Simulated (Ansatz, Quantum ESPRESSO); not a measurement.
# From contact to tunnelling: a Pt chain with one bond drawn out, part 3 of 5

Wanted: T at the Fermi level along a series, and its decay constant, for a Pt chain with one bond drawn out.

Quantum ESPRESSO 7.5; plane-wave DFT, PBE, GBRV ultrasoft pseudopotentials; cross-check by Ansatz 0.2.0 with PAW datasets.

So far. Step 2 (Ground state, 0.3 Å): The run needed 19 iterations to bring the estimated error under 1e-07 Ry; the largest force on any atom, held or free, is 1.17 eV/Å. Step 3 (The open system, 0.3 Å): The run is unpolarised; a magnetic state was not tried, may lie lower and would change T.

### Step 4. The same in Ansatz, 0.3 Å

As a check, the same structure is run in Ansatz.

Level of this step: plane-wave DFT, PBE, Ansatz PAW (Ansatz 0.2.0).

Contents of input.yaml:

```yaml
crystal:
  lattice:
    - [7.5, 0.0, 0.0]
    - [0.0, 7.5, 0.0]
    - [0.0, 0.0, 33.9]
  atoms:
    - { symbol: Pt, position: [0.5, 0.5, 0.0] }
    - { symbol: Pt, position: [0.5, 0.5, 0.0707964602] }
    - { symbol: Pt, position: [0.5, 0.5, 0.1415929204] }
    - { symbol: Pt, position: [0.5, 0.5, 0.2123893805] }
    - { symbol: Pt, position: [0.5, 0.5, 0.2831858407] }
    - { symbol: Pt, position: [0.5, 0.5, 0.3539823009] }
    - { symbol: Pt, position: [0.5, 0.5, 0.4247787611] }
    - { symbol: Pt, position: [0.5, 0.5, 0.5044247788] }
    - { symbol: Pt, position: [0.5, 0.5, 0.5752212389] }
    - { symbol: Pt, position: [0.5, 0.5, 0.6460176991] }
    - { symbol: Pt, position: [0.5, 0.5, 0.7168141593] }
    - { symbol: Pt, position: [0.5, 0.5, 0.7876106195] }
    - { symbol: Pt, position: [0.5, 0.5, 0.8584070796] }
    - { symbol: Pt, position: [0.5, 0.5, 0.9292035398] }
kpoints:
  mp_grid: { grid: [1, 1, 4] }
hamiltonian:
  xc: pbe
scf:
  occupations: { method: fermi_dirac, width: 0.1 }
  convergence: { dr2_threshold: 1.0e-08 }
output:
  transmission:
    leads: [[0, 1]]
    e_range: [-2.0, 2.0]
    de: 0.05
    kmesh: [1, 1]
    reduced_basis: true
  write_potential: true
  write_density: true
  volumetric_format: npy
```

On the command line:

```bash
$ ansatz run input.yaml --threads 8 --pin off --max-ram 16384MiB --backend cpu --events-out ev --progress --plain --runs-dir out
```

Numbers of over 12 decimals in the logs are rounded to 6 here.

Output:

```text
Engine: ansatz 0.2.0, x86_64-unknown-linux-gnu
Pseudopotentials: kind: paw
Pseudopotential: Pt, paw, valence charge 18, recommended cutoff 420 eV (normal), Pt.paw.azcp
Functional definition: PBE
  parameter kappa = 0.804
  parameter beta = 0.066725
  exchange = pbe_x(kappa = kappa, mu = beta*pi^2/3)
  correlation = pbe_c(beta = beta)
Crystal: 14 atoms, lattice volume = 1906.875 Å³
Basis set: ecut = 420 eV, 37305 PW (Γ)
Bands: 152, of which v1, the nominal top of the filled ones, is band 126 counted from 1 (125 counted from 0)
Symmetry: 16 space group operations
Space group: P4/mmm (ITA 123), of the structure as read, at distance tolerance 1.2e-4 Å
k-points: 3 of 4
Non-local potential: Pt, projectors of the file, l = 0: 3, l = 1: 2, l = 2: 2, l = 3: 1
PAW form: soft (Blöchl's): semilocal exchange-correlation on the pseudo side does not see the compensation charge
PAW one-centre angular grid: Pt, 590 points (default); XC on 64 Gauss nodes
Initial density: superposition of atomic densities (neutral atoms: chi_scale 0, normalization atom), corrected by the library's trained network
Initial wavefunctions: pseudopotential atomic-orbital guess
Functional: x = pbe(κ = 0.804, μ = 0.219515), c = pbe(β = 0.066725)
SCF iter   1: F=—  HF=-175285.431444 eV  |F-HF|=—  |Δ(HF+E_count)|=         —  Δρ=5.41e-3  dr2=1.83e0  ethr=1.77e-3  ⟨swp⟩=5.7  Hψ=1617  notcnv=0  defer=20
preconditioner: auto → LDOS  [metal: Δε(μ)=0.055 eV  Ē_g=4.671 eV  σ=0.100 eV  W_gap=0.14  n_scr=248 (ndim 8)  ℏωp=10.1 eV  f_vac=0.703  D(μ)=24.98/eV (n_scr^D=112)  β→1.0]
SCF iter   2: F=—  HF=-175285.412108 eV  |F-HF|=—  |Δ(HF+E_count)|=   1.93e-2  Δρ=1.79e-3  dr2=6.13e-2  ethr=7.26e-4  ⟨swp⟩=2.0  Hψ=550  notcnv=0  defer=24
SCF iter   3: F=—  HF=-175285.422069 eV  |F-HF|=—  |Δ(HF+E_count)|=   9.96e-3  Δρ=5.57e-4  dr2=1.05e-2  ethr=2.43e-5  ⟨swp⟩=2.0  Hψ=618  notcnv=0  defer=24
SCF iter   4: F=—  HF=-175285.421117 eV  |F-HF|=—  |Δ(HF+E_count)|=   9.52e-4  Δρ=1.63e-4  dr2=8.98e-4  ethr=4.16e-6  ⟨swp⟩=2.3  Hψ=702  notcnv=0  defer=24
SCF iter   5: F=—  HF=-175285.421071 eV  |F-HF|=—  |Δ(HF+E_count)|=   4.55e-5  Δρ=7.45e-5  dr2=2.13e-4  ethr=3.56e-7  ⟨swp⟩=2.3  Hψ=737  notcnv=0  defer=24
SCF iter   6: F=—  HF=-175285.420978 eV  |F-HF|=—  |Δ(HF+E_count)|=   9.31e-5  Δρ=2.14e-5  dr2=2.20e-5  ethr=8.46e-8  ⟨swp⟩=2.0  Hψ=643  notcnv=0  defer=24
SCF iter   7: F=—  HF=-175285.421034 eV  |F-HF|=—  |Δ(HF+E_count)|=   5.65e-5  Δρ=9.88e-6  dr2=3.94e-6  ethr=8.72e-9  ⟨swp⟩=2.0  Hψ=638  notcnv=0  defer=24
SCF iter   8: F=—  HF=-175285.419109 eV  |F-HF|=—  |Δ(HF+E_count)|=   1.93e-3  Δρ=3.58e-6  dr2=5.24e-7  ethr=1.57e-9  ⟨swp⟩=2.0  Hψ=654  notcnv=0  defer=24
SCF iter   9: F=—  HF=-175285.419109 eV  |F-HF|=—  |Δ(HF+E_count)|=   5.08e-8  Δρ=1.56e-6  dr2=8.85e-8  ethr=2.08e-10  ⟨swp⟩=2.0  Hψ=626  notcnv=0  defer=24
SCF iter  10: F=—  HF=-175285.419109 eV  |F-HF|=—  |Δ(HF+E_count)|=   1.43e-8  Δρ=6.53e-7  dr2=2.08e-8  ethr=3.51e-11  ⟨swp⟩=2.3  Hψ=675  notcnv=0  defer=24
SCF iter  11: F=-175285.419109 eV  HF=-175285.419109 eV  |F-HF|=1.16e-10  |Δ(HF+E_count)|=   7.22e-9  Δρ=1.90e-7  dr2=1.08e-9  ethr=3.97e-12  ⟨swp⟩=15.7  Hψ=1175  notcnv=0
the search or the solves at the SCF's close seem to have found levels that the self-consistency loop had missed (the run counts 1). By its estimate they hold under 1e-12 electrons; where the run keeps them, the occupations were computed again with them
SCF 1 converged in 11 iterations: F = -175285.419109 eV  dr2 = 1.08e-9
  greatest PAW one-centre occupation: 1.000 electrons in one spin orbital (limit 2), on the Pt atom at site 9 (counted from 0), in its partial waves of l = 0
transmission: 42 of 252 steps passed
transmission: 84 of 252 steps passed
[...]
transmission: 252 of 252 steps passed
WARN: The output density's exchange-correlation potential varies sharply where the density is thin. Do not read a vacuum level from v_tot or v_xc, or from such a field of the output density. On a cell that repeats whose density bears no net charge and no dipole along the vacuum's axis use v_es (v_loc + v_h of the components); under efield.dipole_correction with no amplitude use v_es + v_field, which holds any externa [...]
SCF converged after 11 iterations
Free energy (F): -175285.419109 eV
Harris-Foulkes:  -175285.419109 eV  (|F-HF|=1.16e-10)
Internal energy: -175284.556346 eV  (E = F + TS)
E sigma→0 (E₀):  -175284.987727 eV
Entropy (-TS):   -0.862763 eV (-61.626 meV/atom)
Fermi energy:    -2.964151 eV
--- Per-component energies (eV) ---
  E_band       = -8046.321053
  E_kinetic    = 8899.312752
  E_local      = -74644.203497  (includes V_loc(G=0)·N_el)
  E_nonlocal   = 2827.708244
  E_hartree    = 31559.425815
  E_xc         = -3619.253215
  E_vxc        = -4173.441659  (∫ρ·V_xc dr)
  E_paw        = -132372.854442  (= ΣΔE_a)
  E_vpaw       = -4074.553370  (= ΣTr[D̂ρ^β])
  E_aug_tail   = 0.002696  (compensation charges beyond the density's cutoff)
  E_ewald      = -7934.694700
  E_smearing   = -0.862763  (= −TS)
  E_closure    = 0.000000  (closes the sum)
  Σ components = -175285.419109   (vs F -175285.419109, Δ=0.00e0)
--- Band table (eV) ---
  k-point 0: bands = [... 122 lower, -3.3562, -3.3369, -3.0670, -3.0261, -2.8669, -2.8288, -2.6761, -2.6742, ... 22 higher]
  k-point 1: bands = [... 122 lower, -3.2754, -3.2580, -3.2005, -2.9429, -2.8305, -2.8305, -2.7945, -2.7691, ... 22 higher]
  k-point 2: bands = [... 122 lower, -3.0879, -3.0879, -3.0845, -3.0368, -3.0059, -3.0059, -2.7388, -2.7029, ... 22 higher]
--- Transmission ---
  basis      : 497 plane waves across, 42 finite elements along
  points     : 1, standing for a mesh of 1 x 1
  energies   : 81 from -2.000000 to 2.000000 eV about the Fermi level, 0.050000 eV apart; the leads are filled to 0.000000 eV, and channels, transmission and decay are at 0.000000 eV
  crystal 0  : Pt1, at the sites [0, 1], period 2.4000 Å, over 33.60 Å; its Hamiltonian steps by up to 11.3 meV
    offset         : up to 0.0000 Å between an atom of the period and one for which it stands
    channels       : 4.000000e0 a spin
    conductance    : none, the energies end too early or step too widely for 300 K: set another output.transmission.e_range or a lower de, or, where they end at an eighth of basis.ecutwfc, a higher one
  junction   : crystal 0 to crystal 0, -0.50 to 31.00 Å
    transmission   : 3.756921e0 a spin
    error estimate : 3.916128e-5 a spin from the reduction of the transverse basis, at the most 2.751001e-4 at 0.750000 eV
    conductance    : none, the energies end too early or step too widely for 300 K: set another output.transmission.e_range or a lower de, or, where they end at an eighth of basis.ecutwfc, a higher one
```

Wall time 41 s (8 threads of AMD EPYC 7B13 (Zen 3), shared host); peak memory 3.8 GiB; 4.2 min of CPU time.

This step gave:

```
free energy                                  : -175285.4191 eV
energy at zero smearing                      : -175284.9877 eV
smearing term TS                             : 0.8628 eV
Fermi energy                                 : -2.964 eV
symmetry operations                          : 16
transmission at the Fermi level, one spin    : 3.757
step of the lead's Hamiltonian over a period : 11.3 meV
```

Per spin. Transmission against energy, zero at the Fermi level:

```csv
energy (eV),transmission
-2.00,2.13
-1.85,2.20
-1.70,2.28
-1.60,2.35
-1.45,2.54
-1.30,2.76
-1.15,3.13
-1.05,3.33
-0.90,3.71
-0.75,4.25
-0.60,4.82
-0.55,5.37
-0.50,4.88
-0.35,3.54
-0.20,3.66
-0.05,3.75
0.00,3.76
0.05,3.75
0.20,3.55
0.35,2.74
0.50,2.61
0.60,2.48
0.75,2.01
0.90,0.993
1.05,0.993
1.15,0.993
1.30,0.993
1.45,0.994
1.60,0.994
1.70,0.995
1.85,0.995
2.00,0.995
```

Per spin. The open channels by energy, zero at the Fermi level:

energy (eV), open channels and a bar from the least value:
```
   -2.000       3.00 ############
   -1.800       3.00 ############
   -1.600       4.00 ##################
   -1.400       6.00 ##############################
   -1.200       6.00 ##############################
   -1.000       6.00 ##############################
   -0.800       6.00 ##############################
   -0.600       6.00 ##############################
   -0.400       4.00 ##################
   -0.200       4.00 ##################
    0.000       4.00 ##################
    0.200       4.00 ##################
    0.400       3.00 ############
    0.600       3.00 ############
    0.800       1.00 
    1.000       1.00 
    1.200       1.00 
    1.400       1.00 
    1.600       1.00 
    1.800       1.00 
    2.000       1.00
```

Ansatz finds T = 3.76 against pwcond's 3.81.

### Step 5. Ground state, 0.8 Å

Level of this step: plane-wave DFT, PBE, GBRV ultrasoft pseudopotentials (Quantum ESPRESSO 7.5).

Contents of j1.scf.in:

```
&control
  prefix = 'j1.scf'
  outdir = './out'
  pseudo_dir = './pseudo'
  calculation = 'scf'
  tprnfor = .true.
/
&system
  ibrav = 0
  nat = 14
  ntyp = 1
  ecutwfc = 34
  ecutrho = 170
  occupations = 'smearing'
  smearing = 'mv'
  degauss = 0.01
/
&electrons
  conv_thr = 1e-07
  mixing_beta = 0.25
  electron_maxstep = 120
  mixing_mode = 'local-TF'
/
ATOMIC_SPECIES
  Pt  195.0840  pt_pbe_v1.4.uspp.F.UPF
CELL_PARAMETERS angstrom
  7.50000000000000 0.00000000000000 0.00000000000000
  0.00000000000000 7.50000000000000 0.00000000000000
  0.00000000000000 0.00000000000000 34.40000000000000
ATOMIC_POSITIONS crystal
  Pt  0.500000000000 0.500000000000 0.000000000000
  Pt  0.500000000000 0.500000000000 0.069767441860
  Pt  0.500000000000 0.500000000000 0.139534883721
  Pt  0.500000000000 0.500000000000 0.209302325581
  Pt  0.500000000000 0.500000000000 0.279069767442
  Pt  0.500000000000 0.500000000000 0.348837209302
  Pt  0.500000000000 0.500000000000 0.418604651163
  Pt  0.500000000000 0.500000000000 0.511627906977
  Pt  0.500000000000 0.500000000000 0.581395348837
  Pt  0.500000000000 0.500000000000 0.651162790698
  Pt  0.500000000000 0.500000000000 0.720930232558
  Pt  0.500000000000 0.500000000000 0.790697674419
  Pt  0.500000000000 0.500000000000 0.860465116279
  Pt  0.500000000000 0.500000000000 0.930232558140
K_POINTS automatic
  1 1 3 0 0 0
```

On the command line:

```bash
$ OMP_NUM_THREADS=1 mpirun -n 8 pw.x -nk 1 -in j1.scf.in > j1.scf.out
```

Output:

```text
[banner, memory and clock lines left out]
Program PWSCF v.7.5 starts
[...]
Message from routine setup:
[...]
number of electrons       =       224.00
     number of Kohn-Sham states=          134
     kinetic-energy cutoff     =      34.0000  Ry
     charge density cutoff     =     170.0000  Ry
[...]
number of k points=     2  Marzari-Vanderbilt smearing, width (Ry)=  0.0100
[...]
Dense  grid:   488705 G-vectors     FFT dimensions: (  60,  60, 270)
[...]
negative rho (up, down):  2.775E+00 0.000E+00
     Starting wfcs are  168 randomized atomic wfcs
[...]
negative rho (up, down):  3.039E+00 0.000E+00
[...]
estimated scf accuracy    <      28.91016217 Ry
[...]
negative rho (up, down):  3.606E+00 0.000E+00
[...]
estimated scf accuracy    <      14.09504798 Ry
[...]
negative rho (up, down):  3.597E+00 0.000E+00
[...]
estimated scf accuracy    <       0.85397993 Ry
[...]
negative rho (up, down):  3.493E+00 0.000E+00
[...]
estimated scf accuracy    <       0.27728700 Ry
[...]
negative rho (up, down):  3.286E+00 0.000E+00
[...]
estimated scf accuracy    <       0.12535266 Ry
[...]
negative rho (up, down):  3.144E+00 0.000E+00
[...]
estimated scf accuracy    <       0.06569725 Ry
[...]
negative rho (up, down):  2.872E+00 0.000E+00
[...]
estimated scf accuracy    <       0.03102476 Ry
[...]
negative rho (up, down):  2.733E+00 0.000E+00
[...]
estimated scf accuracy    <       0.00623260 Ry
[...]
negative rho (up, down):  2.582E+00 0.000E+00
[...]
estimated scf accuracy    <       0.00254279 Ry
[...]
negative rho (up, down):  2.532E+00 0.000E+00
[...]
estimated scf accuracy    <       0.00059955 Ry
[...]
negative rho (up, down):  2.520E+00 0.000E+00
[...]
estimated scf accuracy    <       0.00011282 Ry
[...]
negative rho (up, down):  2.516E+00 0.000E+00
[...]
estimated scf accuracy    <       0.00003081 Ry
[...]
negative rho (up, down):  2.515E+00 0.000E+00
[...]
estimated scf accuracy    <       0.00001246 Ry
[...]
negative rho (up, down):  2.515E+00 0.000E+00
[...]
estimated scf accuracy    <       0.00000144 Ry
[...]
negative rho (up, down):  2.515E+00 0.000E+00
[...]
estimated scf accuracy    <       0.00000035 Ry
[...]
negative rho (up, down):  2.515E+00 0.000E+00
[...]
estimated scf accuracy    <       0.00000013 Ry
[...]
negative rho (up, down):  2.515E+00 0.000E+00
[...]
the Fermi energy is    -3.0838 ev
!    total energy              =   -2946.89400558 Ry
     estimated scf accuracy    <       0.00000006 Ry
     smearing contrib. (-TS)   =       0.00051361 Ry
     internal energy E=F+TS    =   -2946.89451919 Ry
[...]
one-electron contribution =   -3390.54871086 Ry
     hartree contribution      =    1698.79348387 Ry
     xc contribution           =    -793.32958608 Ry
     ewald contribution        =    -461.80970612 Ry
     convergence has been achieved in  17 iterations
     negative rho (up, down):  2.515E+00 0.000E+00
[...]
Total force =     0.031531     Total SCF correction =     0.000852
[...]
```

Elapsed: 61 s, on 8 MPI ranks; peak memory 2.6 GiB; 8.2 min of CPU time.

Read from the output:

```
free energy  : -40094.5355 eV
Fermi energy : -3.084 eV
```

### Step 6. Transmission with pwcond.x, 0.8 Å

Contents of j1.cond.in:

```
&inputcond
  outdir = './out'
  prefixt = 'j1.scf'
  tran_file = 'j1.cond.dat'
  bdl = 0.6400000000
  bds = 4.5866666667
  ikind = 1
  ewind = 4.0
  epsproj = 1e-05
  nz1 = 7
  energy0 = 2.0
  denergy = -0.1
/
1
  0.00000000 0.00000000 1.00000000
41
```

On the command line:

```bash
$ OMP_NUM_THREADS=1 mpirun -n 8 pwcond.x -in j1.cond.in > j1.cond.out
```

Output:

```text
[banner, memory and clock lines left out]
Program PWCOND v.7.5 starts
[citation notice left out]

[...]
./out/j1.scf.save/

[...]
negative rho (up, down):  2.515E+00 0.000E+00
     Reading collected, re-writing distributed wavefunctions

===== INPUT FILE containing all the regions =====

     GEOMETRY:

     lattice parameter (alat)  =      14.1729  a.u.
     the volume                =   13058.0272 (a.u.)^3
     the cross section         =     200.8724 (a.u.)^2
     l of the unit cell        =       4.5867 (alat)
[...]
T_tot    -0.30000      0.36613E+01
   T_tot    -0.40000      0.32328E+01
   T_tot    -0.50000      0.29578E+01
   T_tot    -0.60000      0.26655E+01
   T_tot    -0.70000      0.25624E+01
   T_tot    -0.80000      0.24552E+01
   T_tot    -0.90000      0.23490E+01
   T_tot    -1.00000      0.22931E+01
   T_tot    -1.10000      0.22478E+01
   T_tot    -1.20000      0.21587E+01
   T_tot    -1.30000      0.19593E+01
   T_tot    -1.40000      0.17855E+01
   T_tot    -1.50000      0.17017E+01
   T_tot    -1.60000      0.16052E+01
   T_tot    -1.70000      0.14306E+01
   T_tot    -1.80000      0.13292E+01
   T_tot    -1.90000      0.12416E+01
   T_tot    -2.00000      0.11623E+01

[...]
```

Run time: 1.8 min. Hardware: 8 MPI ranks; peak memory 0.97 GiB; 14 min of CPU time.

Numbers from this step:

| Property | Result |
| --- | --- |
| transmission at the Fermi level, one spin | 2.384 |
| conductance | 2.384 G₀ |

Per spin. The transmission by energy, zero at the Fermi level:

energy (eV), transmission and a bar from the least value:
```
    -2.00       0.58 
    -1.90       0.62 #
    -1.80       0.66 #
    -1.70       0.72 ##
    -1.60       0.80 ####
    -1.50       0.85 ####
    -1.40       0.89 #####
    -1.20       1.08 ########
    -1.10       1.12 #########
    -1.00       1.15 #########
    -0.90       1.17 ##########
    -0.80       1.23 ###########
    -0.70       1.28 ############
    -0.60       1.33 #############
    -0.50       1.48 ###############
    -0.40       1.62 #################
    -0.30       1.83 #####################
    -0.20       2.09 #########################
    -0.10       2.34 #############################
     0.00       2.38 ##############################
     0.10       2.14 ##########################
     0.20       1.89 ######################
     0.30       1.62 #################
     0.40       1.48 ###############
     0.50       1.38 #############
     0.60       1.23 ###########
     0.70       1.01 #######
     0.80       0.88 #####
     0.90       0.88 #####
     1.00       0.89 #####
     1.10       0.89 #####
     1.20       0.89 #####
     1.40       0.90 #####
     1.50       0.90 #####
     1.60       0.91 #####
     1.70       0.91 #####
     1.80       0.91 ######
     1.90       0.92 ######
     2.00       0.92 ######
```

The run is unpolarised; a magnetic state was not tried, may lie lower and would change T.

T goes from 3.81 to 2.38, a factor of 1.6.

### Step 7. The same in Ansatz, 0.8 Å

Level of this step: plane-wave DFT, PBE, Ansatz PAW (Ansatz 0.2.0).

Contents of input.yaml:

```yaml
crystal:
  lattice:
    - [7.5, 0.0, 0.0]
    - [0.0, 7.5, 0.0]
    - [0.0, 0.0, 34.4]
  atoms:
    - { symbol: Pt, position: [0.5, 0.5, 0.0] }
    - { symbol: Pt, position: [0.5, 0.5, 0.0697674419] }
    - { symbol: Pt, position: [0.5, 0.5, 0.1395348837] }
    - { symbol: Pt, position: [0.5, 0.5, 0.2093023256] }
    - { symbol: Pt, position: [0.5, 0.5, 0.2790697674] }
    - { symbol: Pt, position: [0.5, 0.5, 0.3488372093] }
    - { symbol: Pt, position: [0.5, 0.5, 0.4186046512] }
    - { symbol: Pt, position: [0.5, 0.5, 0.511627907] }
    - { symbol: Pt, position: [0.5, 0.5, 0.5813953488] }
    - { symbol: Pt, position: [0.5, 0.5, 0.6511627907] }
    - { symbol: Pt, position: [0.5, 0.5, 0.7209302326] }
    - { symbol: Pt, position: [0.5, 0.5, 0.7906976744] }
    - { symbol: Pt, position: [0.5, 0.5, 0.8604651163] }
    - { symbol: Pt, position: [0.5, 0.5, 0.9302325581] }
kpoints:
  mp_grid: { grid: [1, 1, 4] }
hamiltonian:
  xc: pbe
scf:
  occupations: { method: fermi_dirac, width: 0.1 }
  convergence: { dr2_threshold: 1.0e-08 }
output:
  transmission:
    leads: [[0, 1]]
    e_range: [-2.0, 2.0]
    de: 0.05
    kmesh: [1, 1]
    reduced_basis: true
  write_potential: true
  write_density: true
  volumetric_format: npy
  elf: true
```

On the command line:

```bash
$ ansatz run input.yaml --threads 8 --pin off --max-ram 16384MiB --backend cpu --events-out ev --progress --plain --runs-dir out
```

Output:

```text
[...]
Crystal: 14 atoms, lattice volume = 1935.000 Å³
Basis set: ecut = 420 eV, 37843 PW (Γ)
Bands: 152, of which v1, the nominal top of the filled ones, is band 126 counted from 1 (125 counted from 0)
Symmetry: 16 space group operations
[...]
k-points: 3 of 4
[...]
k-point 2: bands = [... 122 lower, -3.1794, -3.1794, -3.1525, -3.0216, -2.9654, -2.9654, -2.8076, -2.7297, ... 22 higher]
--- Transmission ---
  basis      : 497 plane waves across, 43 finite elements along
  points     : 1, standing for a mesh of 1 x 1
[...]
channels       : 4.000000e0 a spin
[...]
junction   : crystal 0 to crystal 0, -0.50 to 31.50 Å
    transmission   : 2.181569e0 a spin
[...]
[key lines of the parts left out:]
SCF converged after 12 iterations
Free energy (F): -175284.595899 eV
Fermi energy:    -2.993308 eV
```

Wall time 27 s (8 threads); peak memory 3.8 GiB; 3 min of CPU time.

This step gave:

```
free energy                                  : -175284.5959 eV
energy at zero smearing                      : -175284.1303 eV
smearing term TS                             : 0.9311 eV
Fermi energy                                 : -2.993 eV
transmission at the Fermi level, one spin    : 2.182
step of the lead's Hamiltonian over a period : 20.5 meV
```

Per spin. Table of transmission by energy, zero at the Fermi level:

```
energy (eV)  transmission
      -2.00         0.586
      -1.85         0.641
      -1.70         0.709
      -1.60         0.794
      -1.45         0.871
      -1.30         0.973
      -1.15          1.09
      -1.05          1.14
      -0.90          1.22
      -0.75          1.33
      -0.60          1.43
      -0.50          1.68
      -0.45          3.51
      -0.35          1.69
      -0.20          1.93
      -0.05          2.15
       0.00          2.18
       0.05          2.15
       0.20          1.86
       0.35          1.55
       0.50          1.36
       0.60          1.26
       0.75          1.03
       0.90         0.882
       1.05         0.886
       1.15         0.889
       1.30         0.895
       1.45         0.900
       1.60         0.906
       1.70         0.910
       1.85         0.916
       2.00         0.923
```

Ansatz finds T = 2.18 against pwcond's 2.38.

(Continued in part 4 of 5.)

[Logs are printed without paths, hosts, clocks, repeated set-up lines and the standing remarks that a program may print on its own settings, such as how far it seeks lower states.]

[Hosts, paths, dates, database ids (printed as entryN), source tags and the programs' standing remarks are cut or masked in the printed files.]

[Maps of the electrostatic potential energy from Ansatz leave out the sawtooth potential of an applied field or a dipole correction, so their vacuum need not be flat; planar profiles and work functions include it.]
